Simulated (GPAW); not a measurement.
Consider SiO2 (Stishovite, P4_2/mnm).

```
Si O
1.0
     4.17730    0.00000    0.00000
     0.00000    4.17730    0.00000
     0.00000    0.00000    2.66520
Si O
2 4
Direct
  0.50000 0.50000 0.50000
  0.00000 0.00000 0.00000
  0.80590 0.19410 0.50000
  0.69410 0.69410 0.00000
  0.19410 0.80590 0.50000
  0.30590 0.30590 0.00000
```

Absorber: atom 3, with 2 Si at 1.76 Å and 1 Si at 1.81 Å (distorted trigonal planar, site symmetry m2m). Method: GPAW, PBE, full core hole (charged cell), 12-atom cell with 5.0 Å between holes, 6×6×6 k points, dipole transitions, Gaussian full width 0.9 eV up to 4 eV, rising linearly to 3.5 eV at 25 eV.

Question: What does the O K edge look like?

Main maxima up to 24 eV above the zero (height): 2.6 eV (2.01), 8.7 eV (2.72) and 23.7 eV (0.86). A K edge sees empty p states on the absorber. The total-energy difference plus the lowest empty eigenvalue puts the zero at 542.77 eV. One term is added: -8.91 eV, since the hole is spin-paired here and a spin-polarised one costs that much less in the free atom (computed apart). The photon energy is then 533.86 eV. The functional and the charged cell's background leave an error of a few eV in such absolute values.

The O K spectrum (energy from the lowest empty level; intensity scaled to a mean of 1 over the first 20 eV; polarised curves are means over the symmetry-equivalent atoms):

```tsv
E (eV)	isotropic	ε ⊥ c	ε ∥ c
-2.0	0.00	0.00	0.00
-1.0	0.00	0.00	0.00
0.0	0.02	0.01	0.02
1.0	0.28	0.21	0.41
2.0	1.52	1.07	2.43
3.0	1.85	1.11	3.33
4.0	1.21	1.05	1.55
5.0	1.35	1.37	1.30
6.0	1.94	2.20	1.41
7.0	2.16	1.97	2.53
8.0	2.40	2.43	2.35
9.0	2.65	2.89	2.15
10.0	1.54	1.78	1.04
11.0	0.56	0.64	0.38
12.0	0.25	0.27	0.22
13.0	0.24	0.22	0.28
14.0	0.25	0.20	0.36
15.0	0.22	0.18	0.30
16.0	0.19	0.19	0.19
17.0	0.22	0.25	0.17
18.0	0.32	0.37	0.23
19.0	0.45	0.51	0.33
20.0	0.57	0.61	0.49
21.0	0.66	0.65	0.68
22.0	0.74	0.68	0.86
23.0	0.83	0.74	1.00
24.0	0.85	0.78	0.99
25.0	0.74	0.72	0.79
```

The holes are only 5.0 Å apart, so the shape is probably not converged with cell size; no larger cell was run here. The mesh is coarse (0.26 Å⁻¹ between points), so small maxima may be mesh ripples. The structure is a published determination, not relaxed.

[Banner, clock and machine lines of the logs are left out without a mark of their own.]

[Logs are printed without paths, hosts, clocks, repeated set-up lines and the standing remarks that a program may print on its own settings, such as how far it seeks lower states.]

[Hosts, paths, dates, database ids (printed as entryN), source tags and the programs' standing remarks are cut or masked in the printed files.]

[Lists of maxima count a maximum above −3 eV only where it reaches 4 % of the highest in the window and stands out from its surroundings by 2 % of it (1.5 % where it reaches 55 %); shoulders and weaker maxima are passed over, and of the rest the first, up to two pre-edge ones and the few strongest are named.]
